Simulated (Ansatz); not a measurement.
# CaSnSe3 (model cell, started as cubic perovskite with Sn in the octahedra): a soft mode frozen in, part 2 of 3

Which phase does CaSnSe3 (model cell, started as cubic perovskite with Sn in the octahedra) fall into along its unstable mode, and how much energy does it gain?

Ansatz 0.2.0; DFT PBEsol, scalar-relativistic, plane waves, PAW; PAW set soft_1.

So far, highest frequency on the path or at a solved wavevector (cm⁻¹): step 2 (response at finite wavevector) 236. Also lowest frequency on the path (cm⁻¹): step 2 -118.

The structure was built from a prototype and need not be the compound's stable phase.

### Step 4. The mode frozen in, largest atomic shift 0.6 Å

The atoms are moved along the unstable eigenvector, the largest shift by 0.6 Å, with the cell fixed.

input.yaml

```yaml
crystal:
  lattice:
    - [5.2086939713, 5.2086939713, 0.0]
    - [5.2086939713, 0.0, 5.2086939713]
    - [5.2086939713, 0.0, -5.2086939713]
  atoms:
    - { symbol: Ca, position: [-0.066506146, 0.033253073, 0.0997592189] }
    - { symbol: Ca, position: [0.066506146, 0.466746927, 0.4002407811] }
    - { symbol: Sn, position: [0.5, 0.25, 0.75] }
    - { symbol: Sn, position: [0.5, 0.75, 0.25] }
    - { symbol: Se, position: [0.4793919304, 0.0206080696, 1.0206080696] }
    - { symbol: Se, position: [0.5206080696, 0.4793919304, 0.4793919304] }
    - { symbol: Se, position: [0.0, 0.0, 0.4793919304] }
    - { symbol: Se, position: [0.0, 0.5, 1.0206080696] }
    - { symbol: Se, position: [0.4793919304, 0.5, 1.0206080696] }
    - { symbol: Se, position: [0.5206080696, 0.0, 0.4793919304] }
kpoints:
  mp_grid: { grid: [8, 8, 8] }
hamiltonian:
  xc: pbesol
  pseudopotentials: { kind: paw, azcp: { folder: soft_1 }, xc_functional: pbe }
scf:
  occupations: { method: methfessel_paxton, width: 0.2 }
output:
  forces: true
  stress: true
  eigenvalues: true
```

Run with:

```bash
$ ansatz run input.yaml --threads 4 --pin off --max-ram 16384MiB --backend cpu --events-out ev --progress --plain --runs-dir out
```

Numbers of over 12 decimals in the logs are rounded to 6 here.

What it wrote:

```text
[...]
Crystal: 10 atoms, lattice volume = 282.629 Å³
Basis set: ecut = 420 eV, 5577 PW (Γ), exchange–correlation on 100×100×100 points (8 copies of the dense FFT grid, shifted against one another)
Bands: 87, of which v1, the nominal top of the filled ones, is band 72 counted from 1 (71 counted from 0)
Symmetry: 12 space group operations
[...]
k-points: 65 of 512
[...]
k-point 0: bands = [... 68 lower, 6.1442, 6.1442, 6.9797, 6.9797, 7.3523, 8.7266, 9.0022, 9.1425, ... 11 higher]
  k-point 1: bands = [... 68 lower, 6.1188, 6.1188, 6.8579, 6.8579, 7.2940, 8.8088, 8.9229, 9.2599, ... 11 higher]
  k-point 2: bands = [... 68 lower, 6.1279, 6.1279, 6.6723, 6.6723, 7.1410, 8.2649, 9.3568, 9.6223, ... 11 higher]
  k-point 64: bands = [... 68 lower, 5.8660, 6.0346, 6.1287, 6.8730, 8.1408, 8.4139, 9.7278, 10.1201, ... 11 higher]
[key lines of the parts left out:]
SCF converged after 10 iterations
Free energy (F): -48038.359276 eV
Fermi energy:    6.888742 eV
P = ⅓ Tr σ = 1.7100 GPa (17.100 kbar)
```

It took 32 s on 4 threads of Arm Neoverse V2, shared host; peak memory 1.5 GiB.

Numbers from this step:

```yaml
pressure: 1.710 GPa
energy_from_the_undistorted_cell: -68.64 meV/atom
```

The energy, extrapolated to zero smearing, is -68.64 meV/atom against the undistorted cell.

The run ends at a pressure of 1.71 GPa, with forces up to 0.41 eV/Å.

### Step 5. Energy along the mode, all amplitudes (two of the runs are shown above)

An imaginary frequency means negative curvature, so the energy should fall and then rise again as anharmonic terms take over.

Numbers from this step:

* depth at the lowest point sampled: 68.64 meV/atom
* largest atomic shift at that point: 0.6 Å

The energy from the parent by largest atomic shift:

```
largest atomic shift (Å)  energy from the parent (meV/atom)
                   0.000                                  0
                   0.040                             -0.439
                   0.080                              -1.75
                   0.140                              -5.30
                   0.220                              -12.8
                   0.320                              -25.7
                   0.450                              -46.2
                   0.600                              -68.6
```

Displacement at unit largest shift by atom:

```
atom   x (Å)   y (Å)   z (Å)   size
 Ca1   0.577  -0.577  -0.577  0.999
 Ca2  -0.577   0.577   0.577  0.999
 Sn3   0.000   0.000   0.000  0.000
 Sn4   0.000   0.000   0.000  0.000
 Se5   0.179  -0.179   0.000  0.253
 Se6  -0.179   0.179   0.000  0.253
 Se7  -0.179   0.000   0.179  0.253
 Se8   0.179   0.000  -0.179  0.253
 Se9   0.000  -0.179  -0.179  0.253
Se10   0.000   0.179   0.179  0.253
```

The lowest of the steps tried is the last one, at 0.6 Å, 68.6 meV/atom below the parent; the bottom of the well need not coincide with a step.

### Step 6. Relaxation from the frozen mode

Starting from the lowest point found, all atoms and the cell are let go, so that strain and other modes of the same symmetry can join in.

input.yaml, as its differences from that of step 4:

```diff
@@ -27 +27,6 @@
   eigenvalues: true
+relax:
+  adjacent_minimum: "off"
+  f_tol: 0.002
+  max_steps: 120
+  cell: { stress_tol: 0.03 }
```

What it wrote:

```text
[...]
Crystal: 10 atoms, lattice volume = 282.629 Å³
Basis set: ecut = 420 eV, 5577 PW (Γ), exchange–correlation on 100×100×100 points (8 copies of the dense FFT grid, shifted against one another)
Bands: 87, of which v1, the nominal top of the filled ones, is band 72 counted from 1 (71 counted from 0)
Symmetry: 12 space group operations
[...]
k-points: 65 of 512
[...]
SCF iter   1: F=—  HF=-48042.703227 eV  |F-HF|=—  |Δ(HF+E_count)|=         —  Δρ=5.19e-2  dr2=1.98e1  ethr=3.10e-3  ⟨swp⟩=8.9  Hψ=24519  notcnv=0
[...]
SCF iter  10: F=-48038.359276 eV  HF=-48038.359276 eV  |F-HF|=4.22e-10  |Δ(HF+E_count)|=   1.44e-8  S|Δr|=    0.00e0  Δρ=1.18e-6  dr2=4.86e-9  ethr=6.94e-11  ⟨swp⟩=4.6  Hψ=16999  notcnv=0
SCF 1 converged in 10 iterations: F = -48038.359276 eV  dr2 = 4.86e-9
[...]
relax step   1: F+E_penalty+E_count = -48038.35927566 eV  Δ(F+E_penalty+E_count) = +0.000e0 eV  max|allowed force component| = 2.389e-1 eV/Å  Δτ_max = 0.0000 Å  P = +1.710 GPa  Ω = 282.629 Å³  (10 SCF iters, dr2 threshold 1.00e-7 eV, accepted)
Crystal: 10 atoms, lattice volume = 299.626 Å³
Basis set: ecut = 420 eV, 5895 PW (Γ), exchange–correlation on 100×100×100 points (8 copies of the dense FFT grid, shifted against one another)
[...]
SCF iter   6: F=-48038.711215 eV  HF=-48038.711215 eV  |F-HF|=4.56e-7  |Δ(HF+E_count)|=   1.99e-6  S|Δr|=    0.00e0  Δρ=1.24e-5  dr2=5.66e-7  ethr=6.94e-10  ⟨swp⟩=7.4  Hψ=32728  notcnv=0
SCF 2 converged in 6 iterations: F = -48038.711215 eV  dr2 = 5.66e-7
[...]
relax step   2: F+E_penalty+E_count = -48038.71121543 eV  Δ(F+E_penalty+E_count) = -3.519e-1 eV  max|allowed force component| = 2.060e-1 eV/Å  Δτ_max = 0.1168 Å  P = -0.230 GPa  Ω = 299.626 Å³  energy of the carried Pulay correction = -8.717e-4 eV  (6 SCF iters, dr2 threshold 1.00e-6 eV, accepted)
Crystal: 10 atoms, lattice volume = 299.539 Å³
Basis set: ecut = 420 eV, 5889 PW (Γ), exchange–correlation on 100×100×100 points (8 copies of the dense FFT grid, shifted against one another)
[...]
SCF iter   7: F=-48038.614860 eV  HF=-48038.614859 eV  |F-HF|=2.83e-7  |Δ(HF+E_count)|=   6.79e-6  S|Δr|=    0.00e0  Δρ=7.42e-6  dr2=2.69e-7  ethr=6.94e-10  ⟨swp⟩=12.4  Hψ=32652  notcnv=0
SCF 3 converged in 7 iterations: F = -48038.614860 eV  dr2 = 2.69e-7
relax step   3: F+E_penalty+E_count = -48038.61485976 eV  Δ(F+E_penalty+E_count) = +9.636e-2 eV  max|allowed force component| = 5.584e-1 eV/Å  Δτ_max = 0.1963 Å  P = +2.138 GPa  Ω = 299.539 Å³  energy of the carried Pulay correction = -8.674e-4 eV  (7 SCF iters, dr2 threshold 1.00e-6 eV, rejected (line search))
[...]
relax step   4: F+E_penalty+E_count = -48038.79547792 eV  Δ(F+E_penalty+E_count) = -8.426e-2 eV  max|allowed force component| = 6.568e-2 eV/Å  Δτ_max = 0.0951 Å  P = -0.082 GPa  Ω = 302.469 Å³  energy of the carried Pulay correction = -1.013e-3 eV  (11 SCF iters, accepted)
[...]
relax step   5: F+E_penalty+E_count = -48038.81616728 eV  Δ(F+E_penalty+E_count) = -2.069e-2 eV  max|allowed force component| = 5.054e-2 eV/Å  Δτ_max = 0.0298 Å  P = -0.048 GPa  Ω = 303.724 Å³  energy of the carried Pulay correction = -1.074e-3 eV  (6 SCF iters, dr2 threshold 3.35e-7 eV, accepted)
[...]
relax step   6: F+E_penalty+E_count = -48038.81697899 eV  Δ(F+E_penalty+E_count) = -8.117e-4 eV  max|allowed force component| = 1.823e-2 eV/Å  Δτ_max = 0.0067 Å  P = +0.012 GPa  Ω = 303.914 Å³  energy of the carried Pulay correction = -1.084e-3 eV  (5 SCF iters, dr2 threshold 1.60e-7 eV, accepted)
[...]
relax step   7: F+E_penalty+E_count = -48038.81714287 eV  Δ(F+E_penalty+E_count) = -1.639e-4 eV  max|allowed force component| = 1.669e-3 eV/Å  Δτ_max = 0.0053 Å  P = -0.008 GPa  Ω = 304.004 Å³  energy of the carried Pulay correction = -1.088e-3 eV  (6 SCF iters, dr2 threshold 2.08e-8 eV, accepted)
Basis set: ecut = 420 eV, 5915 PW (Γ), exchange–correlation on 100×100×108 points (8 copies of the dense FFT grid, shifted against one another)
[...]
SCF iter   8: F=-48038.818677 eV  HF=-48038.818677 eV  |F-HF|=7.28e-12  |Δ(HF+E_count)|=  2.33e-10  S|Δr|=    0.00e0  Δρ=7.62e-8  dr2=2.98e-11  ethr=1.00e-12  ⟨swp⟩=4.3  Hψ=22025  notcnv=0
SCF 8 converged in 8 iterations: F = -48038.818677 eV  dr2 = 2.98e-11
relax step   8: F+E_penalty+E_count = -48038.81867741 eV  Δ(F+E_penalty+E_count) = -1.535e-3 eV  max|allowed force component| = 1.647e-3 eV/Å  Δτ_max = 0.0000 Å  P = -0.003 GPa  Ω = 304.004 Å³  stress off target by 9.57e-3 GPa  SCF on the basis re-selected at this cell (its energy is not comparable with the rows above)  (8 SCF iters)
basis re-selected at this cell: Δ(F+E_penalty+E_count) = -1.535e-3 eV, ΔP = +0.005 GPa vs the last step (what re-selecting the basis moved, of the pressure what is left beyond the Pulay correction that the steps carried, after the strain that the cell walked since its last selection, with what the two solves' SCF thresholds leave and, on support functions, any second-order correction that the steps lacked; it is no measure of the basis error at this ecutwfc). The dense FFT grid was sized anew with the basis: this SCF ran on 50×50×54 points, the steps before it on 50×50×50, so part of this shift can come from that change (see relax.cell in the input reference). [rest of the remark cut]
SCF converged after 8 iterations
[...]
Free energy (F): -48038.818677 eV
[...]
Internal energy: -48038.812337 eV  (E = F + TS)
E sigma→0 (E₀):  -48038.817092 eV
Entropy (-TS):   -0.006341 eV (-0.634 meV/atom)
Fermi energy:    6.030170 eV
Step filling:    the computed levels leave a gap of 0.0028 eV = 0.0 smearing widths at the electron count; against every level under it full and every level over it empty, smearing changes F+E_penalty+E_count by -3.050 meV and its σ→0 estimate by -1.465 meV
[...]
--- Forces (eV/Å), atoms counted from 1 ---
  atom   1  Ca    -0.00164748     0.00164748     0.00164748
  atom   2  Ca     0.00164748    -0.00164748    -0.00164748
  atom   3  Sn     0.00000000     0.00000000    -0.00000000
  atom   4  Sn     0.00000000     0.00000000     0.00000000
  atom   5  Se     0.00102406    -0.00102406     0.00019593
  atom   6  Se    -0.00102406     0.00102406    -0.00019593
  atom   7  Se    -0.00102406    -0.00019593     0.00102406
  atom   8  Se     0.00102406     0.00019593    -0.00102406
  atom   9  Se    -0.00019593    -0.00102406    -0.00102406
  atom  10  Se     0.00019593     0.00102406     0.00102406
  max |Σ_I F_I| component: 8.67e-19 eV/Å
--- Stress (GPa, compression-positive) ---
       -0.002884      -0.006225      -0.006225
       -0.006225      -0.002884       0.006225
       -0.006225       0.006225      -0.002884
  P = ⅓ Tr σ = -0.0029 GPa (-0.029 kbar)
--- Band table (eV; the first three rows and the last of 65) ---
  k-point 0: bands = [... 68 lower, 5.4867, 5.4867, 5.9483, 5.9483, 6.4580, 7.6907, 8.0355, 8.0355, ... 11 higher]
  k-point 1: bands = [... 68 lower, 5.4966, 5.4966, 5.9197, 5.9197, 6.4310, 7.6512, 8.1787, 8.3474, ... 11 higher]
  k-point 2: bands = [... 68 lower, 5.5218, 5.5218, 5.8565, 5.8565, 6.3623, 7.2035, 8.4271, 8.9124, ... 11 higher]
  k-point 64: bands = [... 68 lower, 4.9593, 5.1037, 5.2633, 5.7974, 6.9501, 7.5028, 8.8493, 9.1159, ... 11 higher]
--- Relaxed structure (7 steps of the walk, 6 accepted, 1 SCFs on fresh bases) ---
  F+E_penalty+E_count = -48038.81867741 eV   max|allowed force component| = 1.647e-3 eV/Å   (the final SCF, on the basis selected at the relaxed cell)
  cell:  # Å, volume = 304.0040 Å³
    - [5.156236, 5.156236, 0.0]
    - [5.156236, 0.0, 5.156236]
    - [5.530215, -0.373979, -5.530215]
  atoms:
    - { symbol: Ca, position: [-0.094405, 0.047202, 0.141607] }
    - { symbol: Ca, position: [0.094405, 0.452798, 0.358393] }
    - { symbol: Sn, position: [0.500000, 0.250000, 0.75] }
    - { symbol: Sn, position: [0.500000, 0.750000, 0.250000] }
    - { symbol: Se, position: [0.465227, 0.034061, 1.035486] }
    - { symbol: Se, position: [0.534773, 0.465939, 0.464514] }
    - { symbol: Se, position: [0.00142451, -0.000712254, 0.464514] }
    - { symbol: Se, position: [-0.00142451, 0.500712, 1.035486] }
    - { symbol: Se, position: [0.465227, 0.500712, 1.035486] }
    - { symbol: Se, position: [0.534773, -0.000712254, 0.464514] }
```

Elapsed: 4.1 min, on 4 threads; peak memory 1.6 GiB.

Relaxation path:

```
step  energy less that of the first step (eV)  largest force component (eV/Å)  pressure (GPa)  volume (Å³)
   1                                   0.0000                          0.2389            1.71       282.63
   2                                  -0.3519                          0.2060           -0.23       299.63
   3                                  -0.2556                          0.5584            2.14       299.54
   4                                  -0.4362                          0.0657           -0.08       302.47
   5                                  -0.4569                          0.0505           -0.05       303.72
   6                                  -0.4577                          0.0182            0.01       303.91
   7                                  -0.4579                          0.0017           -0.01       304.00
  8*                                  -0.4594                          0.0016            0.00       304.00
```

Relaxation steps marked * repeat the geometry before them on a plane-wave basis chosen anew for their cell, so energy and pressure can jump there. Relaxation step 3 was tried and not accepted.

Forces are held to the 12 operations that the run works with; a distortion that breaks them can't arise in this run.

```
conventional cell, symmetrised  before   after  change
                         a (Å)   7.366   7.292  -1.0 %
                         b (Å)   7.366   7.292  -1.0 %
                         c (Å)  18.043  19.805  +9.8 %
              volume (Å³/atom)   28.26   30.40  +7.6 %
```

The atoms that moved most (Å, as changes of fractional coordinates times the final cell):

```
atom      dx      dy      dz  length
 Ca1   0.160  -0.160  -0.160   0.276
 Ca2  -0.160   0.160   0.160   0.276
 Se5   0.079  -0.079  -0.013   0.112
 Se6  -0.079   0.079   0.013   0.112
 Se7  -0.079   0.013   0.079   0.112
 Se9   0.013  -0.079  -0.079   0.112
 Se8   0.079  -0.013  -0.079   0.112
Se10  -0.013   0.079   0.079   0.112
```

Numbers from this step:

- pressure: -0.002884 GPa
- volume per atom: 30.40 Å³

The distorted start has space group R-3m; the relaxation ends in R-3m.

### Step 7. The new phase in its own primitive cell

The relaxed structure is symmetrised, reduced to its primitive cell and relaxed tightly, as its phonons need.

input.yaml

```yaml
crystal:
  lattice:
    - [3.6460093115, 2.1050244575, 6.6016595842]
    - [-3.6460093115, 2.1050244575, 6.6016595842]
    - [0.0, -4.2100489149, 6.6016595842]
  atoms:
    - { symbol: Ca, position: [0.7027976996, 0.7027976996, 0.7027976996] }
    - { symbol: Ca, position: [0.2972023004, 0.2972023004, 0.2972023004] }
    - { symbol: Sn, position: [0.5, 0.5, 0.5] }
    - { symbol: Sn, position: [0.0, 0.0, 0.0] }
    - { symbol: Se, position: [0.2492877459, 0.7159389662, 0.2492877459] }
    - { symbol: Se, position: [0.7507122541, 0.2840610338, 0.7507122541] }
    - { symbol: Se, position: [0.7507122541, 0.7507122541, 0.2840610338] }
    - { symbol: Se, position: [0.2492877459, 0.2492877459, 0.7159389662] }
    - { symbol: Se, position: [0.7159389662, 0.2492877459, 0.2492877459] }
    - { symbol: Se, position: [0.2840610338, 0.7507122541, 0.7507122541] }
kpoints:
  mp_grid: { grid: [6, 6, 6] }
hamiltonian:
  xc: pbesol
  pseudopotentials: { kind: paw, azcp: { folder: soft_1 }, xc_functional: pbe }
scf:
  occupations: { method: methfessel_paxton, width: 0.2 }
output:
  forces: true
  stress: true
  eigenvalues: true
relax:
  adjacent_minimum: "off"
  f_tol: 0.001
  max_steps: 60
  cell: { stress_tol: 0.01 }
```

What it wrote:

```text
[...]
Crystal: 10 atoms, lattice volume = 304.004 Å³
Basis set: ecut = 420 eV, 5915 PW (Γ), exchange–correlation on 108×108×108 points (8 copies of the dense FFT grid, shifted against one another)
Bands: 87, of which v1, the nominal top of the filled ones, is band 72 counted from 1 (71 counted from 0)
Symmetry: 12 space group operations
[...]
k-points: 32 of 216
[...]
- { symbol: Sn, position: [0.500000, 0.500000, 0.5] }
    - { symbol: Sn, position: [0, 0, 0] }
    - { symbol: Se, position: [0.249367, 0.715467, 0.249367] }
    - { symbol: Se, position: [0.750633, 0.284533, 0.750633] }
    - { symbol: Se, position: [0.750633, 0.750633, 0.284533] }
    - { symbol: Se, position: [0.249367, 0.249367, 0.715467] }
    - { symbol: Se, position: [0.715467, 0.249367, 0.249367] }
    - { symbol: Se, position: [0.284533, 0.750633, 0.750633] }
[key lines of the parts left out:]
SCF converged after 10 iterations
Free energy (F): -48038.816809 eV
Fermi energy:    6.040289 eV
P = ⅓ Tr σ = 0.0000 GPa (0.000 kbar)
```

It took 69 s on 4 threads; peak memory 1.3 GiB.

Little changed from the start: no atom moved by 0.005 Å and no cell edge by 0.1 %.

This step gave:

* pressure: 4.88e-5 GPa
* volume per atom: 30.39 Å³

The largest force component left is 0.39 meV/Å and the pressure is 0.000 GPa, within the tolerances set. The cell now holds 30.39 Å³/atom.

(Continued in part 3 of 3.)

[Logs are printed without paths, hosts, clocks, repeated set-up lines and the standing remarks that a program may print on its own settings, such as how far it seeks lower states.]

[Hosts, paths, dates, database ids (printed as entryN), source tags and the programs' standing remarks are cut or masked in the printed files.]
